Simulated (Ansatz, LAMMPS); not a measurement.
# A frame of liquid mixture of 1,4-dioxane and H2O from 300 K (184 atoms): where an added charge goes, part 3 of 4

Aim: add and remove one electron in a frame of liquid mixture of 1,4-dioxane and H2O from 300 K (184 atoms), with atoms held and relaxed, and read trapping energy and localisation.

Ansatz 0.2.0; Kohn-Sham DFT, PBE+D4, PAW (set soft_2), plane waves.

The cell: 32 C, 40 O and 112 H. The network of contacts between molecules at the start is that of the classical potential that made the cell. Only the Γ point is sampled, in a cell whose shortest periodic width is 12 Å. The liquid is relaxed first.

So far. Step 3 (Relaxation): The relaxation converged after 51 steps, 8.72 eV below its start, with a largest force component of 0.048 eV/Å. Step 5 (An extra electron, atoms held): An extra electron, atoms held: the energy stands 3.21 eV above that of the reference. An odd electron should give 1 μB; this run ended with the carrier shared between both spins.

**6. An extra electron, atoms relaxed**

The atoms now respond to the charge; the energy gained comes from screening by the atoms, from trapping if the charge localises, and from any strain left in the reference.

Contents of input.yaml:

```yaml
crystal:
  lattice:
    - [12.28703, 0.0, 0.0]
    - [0.0, 12.28703, 0.0]
    - [0.0, 0.0, 12.28703]
  atoms:
    [... the 184 atom lines of step 4 ...]
total_charge: -1
kpoints:
  mp_grid: { grid: [1, 1, 1] }
hamiltonian:
  xc: pbe
  dispersion: d4
scf:
  occupations: { method: fermi_dirac, width: 0.01 }
  lower_state_search: "off"
output:
  forces: true
magnetization:
  spin_polarized: true
  initial_magnetization: 1
relax:
  f_tol: 0.05
  max_steps: 90
```

Command:

```console
$ ansatz run input.yaml --threads 4 --pin off --max-ram 8192MiB --backend cpu --events-out ev --progress --plain --runs-dir out
```

Numbers of over 12 decimals in the logs are rounded to 6 here.

The log of the run:

```text
[...]
Crystal: 184 atoms, lattice volume = 1854.987 Å³
Basis set: ecut = 420 eV, 36257 PW (Γ), exchange–correlation on 180×180×180 points (8 copies of the dense FFT grid, shifted against one another)
Bands: 425, of which v1, the nominal top of the filled ones, is band 241 counted from 1 (240 counted from 0)
Symmetry: 1 space group operations
[...]
k-points: 1
[... 7 lines on functional and potentials left out ...]
Starting moments: Σ|m| = 1 μB on 184 of 184 sites
[...]
SCF iter   1: F=—  HF=-32590.108273 eV  |F-HF|=—  |Δ(HF+E_count)|=         —  Δρ=5.66e-2 (↑5.63e-2 ↓5.66e-2)  dr2=2.24e2  dr2_m=5.95e-2  M=1.000 μB ∫|m|=1.025 μB  β_m=1.00  ethr=3.10e-3  ⟨swp⟩=6.0  Hψ=3884  notcnv=0  defer=60
[...]
SCF iter  12: F=-32516.533336 eV  HF=-32516.533336 eV  |F-HF|=5.23e-7  |Δ(HF+E_count)|=   2.71e-5  Δρ=7.65e-6 (↑5.81e-6 ↓7.65e-6)  dr2=2.50e-6  dr2_m=1.89e-7  M=0.004 μB ∫|m|=0.004 μB  ethr=2.26e-9  ⟨swp⟩=1.0  Hψ=1838  notcnv=0
[...]
SCF 1 converged in 12 iterations: F = -32516.533336 eV  dr2 = 2.50e-6
[...]
relax step   1: F+E_penalty+E_count = -32516.53333635 eV  Δ(F+E_penalty+E_count) = +0.000e0 eV  max|allowed force component| = 1.285e-1 eV/Å  Δτ_max = 0.0000 Å  (12 SCF iters, dr2 threshold 6.25e-5 eV, accepted)
[... from here on, the SCF cycles and remarks between the steps are left out ...]
relax step   2: F+E_penalty+E_count = -32516.54290154 eV  Δ(F+E_penalty+E_count) = -9.565e-3 eV  max|allowed force component| = 1.294e-1 eV/Å  Δτ_max = 0.0751 Å  (8 SCF iters, accepted)
relax step   3: F+E_penalty+E_count = -32516.54988600 eV  Δ(F+E_penalty+E_count) = -6.984e-3 eV  max|allowed force component| = 1.898e-1 eV/Å  Δτ_max = 0.0677 Å  (7 SCF iters, accepted)
relax step   4: F+E_penalty+E_count = -32516.53785333 eV  Δ(F+E_penalty+E_count) = +1.203e-2 eV  max|allowed force component| = 1.086e-1 eV/Å  Δτ_max = 0.2000 Å  (6 SCF iters, dr2 threshold 3.60e-5 eV, rejected (line search))
relax step   5: F+E_penalty+E_count = -32516.54497640 eV  Δ(F+E_penalty+E_count) = +4.910e-3 eV  max|allowed force component| = 1.982e-1 eV/Å  Δτ_max = 0.0720 Å  (9 SCF iters, rejected (line search))
relax step   6: F+E_penalty+E_count = -32516.55460768 eV  Δ(F+E_penalty+E_count) = -4.722e-3 eV  max|allowed force component| = 2.913e-2 eV/Å  Δτ_max = 0.0346 Å  (8 SCF iters, accepted)
relax step   7: F+E_penalty+E_count = -32516.55854076 eV  Δ(F+E_penalty+E_count) = -3.933e-3 eV  max|allowed force component| = 2.762e-2 eV/Å  Δτ_max = 0.0795 Å  (9 SCF iters, accepted)
relax step   8: F+E_penalty+E_count = -32516.56152591 eV  Δ(F+E_penalty+E_count) = -2.985e-3 eV  max|allowed force component| = 4.878e-2 eV/Å  Δτ_max = 0.0810 Å  (9 SCF iters, accepted)
relax step   9: F+E_penalty+E_count = -32516.55701417 eV  Δ(F+E_penalty+E_count) = +4.512e-3 eV  max|allowed force component| = 1.689e-1 eV/Å  Δτ_max = 0.1719 Å  (9 SCF iters, rejected (line search))
relax step  10: F+E_penalty+E_count = -32516.56630478 eV  Δ(F+E_penalty+E_count) = -4.779e-3 eV  max|allowed force component| = 5.007e-2 eV/Å  Δτ_max = 0.0840 Å  (9 SCF iters, accepted)
relax step  11: F+E_penalty+E_count = -32516.56799659 eV  Δ(F+E_penalty+E_count) = -1.692e-3 eV  max|allowed force component| = 8.913e-2 eV/Å  Δτ_max = 0.0974 Å  (7 SCF iters, dr2 threshold 2.51e-6 eV, accepted)
relax step  12: F+E_penalty+E_count = -32516.56964470 eV  Δ(F+E_penalty+E_count) = -1.648e-3 eV  max|allowed force component| = 9.498e-2 eV/Å  Δτ_max = 0.0928 Å  (6 SCF iters, dr2 threshold 7.94e-6 eV, accepted)
relax step  13: F+E_penalty+E_count = -32516.57095357 eV  Δ(F+E_penalty+E_count) = -1.309e-3 eV  max|allowed force component| = 6.536e-2 eV/Å  Δτ_max = 0.0465 Å  (5 SCF iters, dr2 threshold 9.02e-6 eV, accepted)
relax step  14: F+E_penalty+E_count = -32516.57246184 eV  Δ(F+E_penalty+E_count) = -1.508e-3 eV  max|allowed force component| = 6.434e-2 eV/Å  Δτ_max = 0.0233 Å  (8 SCF iters, accepted)
relax step  15: F+E_penalty+E_count = -32516.57333853 eV  Δ(F+E_penalty+E_count) = -8.767e-4 eV  max|allowed force component| = 3.444e-2 eV/Å  Δτ_max = 0.0373 Å  (8 SCF iters, accepted)
SCF converged after 8 iterations
Magnetization: -0.0000 μB (240.5000 up, 240.5000 down)
Absolute magnetization: 0.0000 μB (∫|ρ↑−ρ↓|, with the PAW one-centre terms)
[...]
Per-site moments (μB) at R_I (Å): [(8.743908911296506e-9, 0.452943), (-7.792931137585544e-9, 0.452330), (6.724005615620506e-9, 0.591491), (-4.200325142835662e-9, 0.453018), (-8.018163166478742e-9, 0.452220), [...]
Free energy (F): -32516.573339 eV
[...]
Internal energy: -32516.559476 eV  (E = F + TS)
E sigma→0 (E₀):  -32516.566407 eV
Entropy (-TS):   -0.013863 eV (-0.075 meV/atom)
Fermi energy:    3.235373 eV
[...]
--- Forces (eV/Å), atoms counted from 1 ---
  atom   1  C     -0.00103881     0.00100517    -0.00129315
  atom   2  C      0.00214016    -0.00578180     0.00452437
  atom   3  O     -0.00473066     0.00141837     0.00352745
  atom   4  C      0.00604743    -0.00181239     0.00093304
  atom   5  C     -0.00421558     0.00109297    -0.00585654
  atom   6  O      0.00047218    -0.00200409    -0.00018003
  atom   7  H      0.00075305     0.00025656    -0.00035260
  atom   8  H      0.00050856    -0.00154360    -0.00000713
  atom   9  H     -0.00046788     0.00261225    -0.00318653
  atom  10  H      0.00081718     0.00079995    -0.00102556
  atom  11  H     -0.00031418     0.00099679     0.00230670
  atom  12  H     -0.00575470     0.00364638    -0.00154080
  atom  13  H      0.00029782     0.00167396     0.00050327
  atom  14  H      0.00429585    -0.00117750     0.00240628
[...]
atom 183  H      0.00041339     0.00016240     0.00073799
  atom 184  H      0.00147203     0.00304193     0.00059354
  max |Σ_I F_I| component: 5.99e-5 eV/Å
--- Relaxed structure (15 steps of the walk, 12 accepted, 0 SCFs on fresh bases) ---
  F+E_penalty+E_count = -32516.57333853 eV   max|allowed force component| = 3.444e-2 eV/Å
  atoms:
    - { symbol: C, position: [0.418413, 0.111304, 0.907007] }
    - { symbol: C, position: [0.389288, 0.145660, 0.023152] }
    - { symbol: O, position: [0.385754, 0.262061, 0.030745] }
    - { symbol: C, position: [0.299583, 0.306479, 0.964284] }
[...]
- { symbol: H, position: [0.351909, 0.226664, 0.273213] }
```

Elapsed: 9.4 min, on 4 threads of Arm Neoverse V1, shared host; peak memory 4.1 GiB.

The relaxation converged after 15 steps, 0.0400 eV below its start, with a largest force component of 0.034 eV/Å.

An extra electron, atoms relaxed: the energy stands 3.17 eV above that of the reference. An odd electron should give 1 μB; this run ended with the carrier shared between both spins.

**7. An extra electron, levels at the relaxed geometry**

A single point at the new geometry gives levels and spin density.

Contents of input.yaml:

```yaml
crystal:
  lattice:
    - [12.28703, 0.0, 0.0]
    - [0.0, 12.28703, 0.0]
    - [0.0, 0.0, 12.28703]
  atoms:
    - { symbol: C, position: [0.41841, 0.1113, 0.90701] }
    - { symbol: C, position: [0.38929, 0.14566, 0.02315] }
    - { symbol: O, position: [0.38575, 0.26206, 0.03075] }
    - { symbol: C, position: [0.29958, 0.30648, 0.96428] }
    - { symbol: C, position: [0.27642, 0.23353, 0.86618] }
    - { symbol: O, position: [0.3751, 0.18564, 0.82805] }
    [... 172 atom lines left out ...]
    - { symbol: O, position: [0.04456, 0.37953, 0.4552] }
    - { symbol: H, position: [0.03281, 0.44114, 0.50527] }
    - { symbol: H, position: [0.11512, 0.39565, 0.41965] }
    - { symbol: O, position: [0.37405, 0.30285, 0.25601] }
    - { symbol: H, position: [0.37944, 0.3016, 0.17597] }
    - { symbol: H, position: [0.35191, 0.22666, 0.27321] }
total_charge: -1
kpoints:
  mp_grid: { grid: [1, 1, 1] }
hamiltonian:
  xc: pbe
  dispersion: d4
scf:
  occupations: { method: fermi_dirac, width: 0.01 }
  lower_state_search: "off"
output:
  forces: true
  stress: true
  populations: intrinsic
  dos:
    method: { smearing: { sigma: 0.1 } }
    de: 0.1
    projected: { site_lists: { C: [C], H: [H], O: [O] } }
  eigenvalues: true
  write_density: true
  write_potential: true
  volumetric_format: npy
magnetization:
  spin_polarized: true
  initial_magnetization: 1
```

The log of the run:

```text
[...]
Crystal: 184 atoms, lattice volume = 1854.987 Å³
Basis set: ecut = 420 eV, 36257 PW (Γ), exchange–correlation on 180×180×180 points (8 copies of the dense FFT grid, shifted against one another)
Bands: 425, of which v1, the nominal top of the filled ones, is band 241 counted from 1 (240 counted from 0)
Symmetry: 1 space group operations
[...]
k-points: 1
[... 7 lines on functional and potentials left out ...]
Starting moments: Σ|m| = 1 μB on 184 of 184 sites
[...]
SCF iter   1: F=—  HF=-32590.357634 eV  |F-HF|=—  |Δ(HF+E_count)|=         —  Δρ=5.66e-2 (↑5.63e-2 ↓5.66e-2)  dr2=2.25e2  dr2_m=6.90e-2  M=1.000 μB ∫|m|=1.026 μB  β_m=1.00  ethr=3.10e-3  ⟨swp⟩=6.0  Hψ=3912  notcnv=0  defer=62
[...]
SCF iter   2: F=—  HF=-32540.994268 eV  |F-HF|=—  |Δ(HF+E_count)|=         —  Δρ=3.42e-2 (↑3.42e-2 ↓3.41e-2)  dr2=7.44e1  dr2_m=4.59e-2  M=0.825 μB ∫|m|=0.883 μB  β_m=0.30  ethr=3.10e-3  ⟨swp⟩=3.0  Hψ=1460  notcnv=0  defer=352
[...]
SCF iter  10: F=—  HF=-32516.569761 eV  |F-HF|=—  |Δ(HF+E_count)|=   8.19e-4  Δρ=1.59e-4 (↑1.53e-4 ↓1.59e-4)  dr2=3.88e-5  dr2_m=4.00e-4  M=-0.011 μB ∫|m|=0.024 μB  β_m=0.30  ethr=8.28e-8  ⟨swp⟩=3.0  Hψ=982  notcnv=0  defer=355
[...]
SCF iter  12: F=—  HF=-32516.573344 eV  |F-HF|=—  |Δ(HF+E_count)|=   3.01e-4  Δρ=1.62e-5 (↑1.42e-5 ↓1.62e-5)  dr2=6.02e-6  dr2_m=2.32e-6  M=-0.010 μB ∫|m|=0.010 μB  β_m=0.58  ethr=4.12e-9  ⟨swp⟩=3.0  Hψ=1458  notcnv=0  defer=355
[...]
SCF iter  15: F=-32516.573328 eV  HF=-32516.573328 eV  |F-HF|=1.61e-8  |Δ(HF+E_count)|=   2.42e-7  Δρ=7.90e-7 (↑6.95e-7 ↓7.90e-7)  dr2=3.15e-8  dr2_m=4.27e-9  M=-0.001 μB ∫|m|=0.001 μB  β_m=0.76  ethr=2.08e-11  ⟨swp⟩=20.5  Hψ=7985  notcnv=0
SCF iter  16: F=-32516.573328 eV  HF=-32516.573328 eV  |F-HF|=7.07e-9  |Δ(HF+E_count)|=   3.66e-8  Δρ=2.33e-7 (↑1.99e-7 ↓2.33e-7)  dr2=3.69e-9  dr2_m=4.67e-10  M=0.000 μB ∫|m|=0.000 μB  ethr=6.54e-12  ⟨swp⟩=6.0  Hψ=3727  notcnv=0
[...]
SCF 1 converged in 16 iterations: F = -32516.573328 eV  dr2 = 3.69e-9
[...]
SCF converged after 16 iterations
Magnetization: 0.0001 μB (240.5001 up, 240.4999 down)
Absolute magnetization: 0.0001 μB (∫|ρ↑−ρ↓|, with the PAW one-centre terms)
[...]
Per-site moments (μB) at R_I (Å): [(1.4392797387334772e-7, 0.452974), (1.6833330094442554e-7, 0.452360), (-5.383981827849259e-7, 0.591490), (1.1003862170250976e-7, 0.453019), (1.1990823227418656e-7, 0.452259), [...]
Free energy (F): -32516.573328 eV
[...]
Internal energy: -32516.559465 eV  (E = F + TS)
E sigma→0 (E₀):  -32516.566397 eV
Entropy (-TS):   -0.013863 eV (-0.075 meV/atom)
Fermi energy:    3.235368 eV
[...]
Σ components = -32516.573328   (vs F -32516.573328, Δ=0.00e0)
--- Forces (eV/Å), atoms counted from 1 ---
  atom   1  C      0.00262181     0.00290056    -0.00354653
  atom   2  C      0.00207972    -0.00622238     0.00792184
  atom   3  O     -0.00460780     0.00194264     0.00189405
  atom   4  C      0.00825325    -0.00208917     0.00300729
[...]
atom 184  H      0.00149779     0.00374810     0.00047769
  max |Σ_I F_I| component: 1.44e-5 eV/Å
--- Stress (GPa, compression-positive) ---
       -0.173774      -0.061502       0.013685
       -0.061502      -0.374877      -0.147877
        0.013685      -0.147877      -0.020951
  P = ⅓ Tr σ = -0.1899 GPa (-1.899 kbar)
--- Band table (eV) ---
[...]
--- intrinsic populations: 184 sites ---
  site symbol       q [e]    m [muB]
     0      C      4.1450     0.0000
     1      C      4.1556     0.0000
     2      O      6.3808    -0.0000
[...]
183      H      0.6338     0.0000
  spilling = -0.000000 (of n_electrons = 481.000000)
```

The job ended after 1.7 min (4 threads; peak memory 4.2 GiB; 6.7 min of CPU time).

An extra electron, levels at the relaxed geometry: the energy stands 3.17 eV above that of the reference. An odd electron should give 1 μB; this run ended with the carrier shared between both spins.

The levels nearest the highest filled one (over half full), pooled over k-points and spins:

```tsv
level less the highest filled one (eV)	occupation
-4.30	1
-4.30	1
0	0.5
0	0.5
0.627	0
0.627	0
0.795	0
0.795	0
```

**8. Neutral at the geometry of the electron**

The neutral cell at the new geometry gives the energy of that geometry without the charge.

Contents of input.yaml:

```yaml
crystal:
  lattice:
    - [12.28703, 0.0, 0.0]
    - [0.0, 12.28703, 0.0]
    - [0.0, 0.0, 12.28703]
  atoms:
    [... the 184 atom lines of step 7 ...]
kpoints:
  mp_grid: { grid: [1, 1, 1] }
hamiltonian:
  xc: pbe
  dispersion: d4
scf:
  occupations: { method: fixed }
output:
  forces: true
  stress: true
  populations: intrinsic
  dos:
    method: { smearing: { sigma: 0.1 } }
    de: 0.1
    projected: { site_lists: { C: [C], H: [H], O: [O] } }
  eigenvalues: true
```

The log of the run:

```text
[...]
Crystal: 184 atoms, lattice volume = 1854.987 Å³
Basis set: ecut = 420 eV, 36257 PW (Γ), exchange–correlation on 180×180×180 points (8 copies of the dense FFT grid, shifted against one another)
Bands: 424, of which v1, the nominal top of the filled ones, is band 240 counted from 1 (239 counted from 0)
Symmetry: 1 space group operations
[...]
k-points: 1
[...]
SCF iter   1: F=—  HF=-32519.862783 eV  |F-HF|=—  |Δ(HF+E_count)|=         —  Δρ=5.00e-3  dr2=5.58e-1  ethr=1.77e-3  ⟨swp⟩=5.0  Hψ=1465  notcnv=0  defer=182
[...]
SCF iter   8: F=—  HF=-32519.722762 eV  |F-HF|=—  |Δ(HF+E_count)|=   6.48e-7  Δρ=6.50e-6  dr2=7.38e-7  ethr=1.01e-9  ⟨swp⟩=2.0  Hψ=486  notcnv=0  defer=182
SCF iter   9: F=-32519.722761 eV  HF=-32519.722761 eV  |F-HF|=6.73e-8  |Δ(HF+E_count)|=   2.14e-7  Δρ=2.27e-6  dr2=8.85e-8  ethr=2.08e-11  ⟨swp⟩=15.0  Hψ=3295  notcnv=0
SCF 1 converged in 9 iterations: F = -32519.722761 eV  dr2 = 8.85e-8
[...]
SCF converged after 9 iterations
Free energy (F): -32519.722761 eV
[...]
Internal energy: -32519.722761 eV  (E = F + TS)
E sigma→0 (E₀):  -32519.722761 eV
Fermi energy:    -0.937910 eV
[...]
Σ components = -32519.722761   (vs F -32519.722761, Δ=0.00e0)
--- Forces (eV/Å), atoms counted from 1 ---
  atom   1  C      0.00575385    -0.00700033    -0.05068710
  atom   2  C     -0.00550661    -0.01659085     0.05204168
  atom   3  O      0.00828443     0.00653624     0.02635663
  atom   4  C      0.00027302     0.03133797     0.01454426
[...]
atom 184  H      0.00975070     0.00969165    -0.00006810
  max |Σ_I F_I| component: 1.37e-4 eV/Å
--- Stress (GPa, compression-positive) ---
       -0.230672      -0.069398       0.025400
       -0.069398      -0.452792      -0.163549
        0.025400      -0.163549      -0.070569
  P = ⅓ Tr σ = -0.2513 GPa (-2.513 kbar)
--- Band table (eV) ---
[...]
--- intrinsic populations: 184 sites ---
  site symbol       q [e]
     0      C      4.1386
     1      C      4.1497
     2      O      6.3797
[...]
183      H      0.6267
  spilling = 0.000000 (of n_electrons = 480.000000)
```

Wall time 40 s (4 threads); peak memory 2.5 GiB; 2.6 min of CPU time.

Neutral at the geometry of the electron: the energy stands 0.0172 eV above that of the reference.

(Continued in part 4 of 4.)

[Logs are printed without paths, hosts, clocks, repeated set-up lines and the standing remarks that a program may print on its own settings, such as how far it seeks lower states.]

[Hosts, paths, dates, database ids (printed as entryN), source tags and the programs' standing remarks are cut or masked in the printed files.]
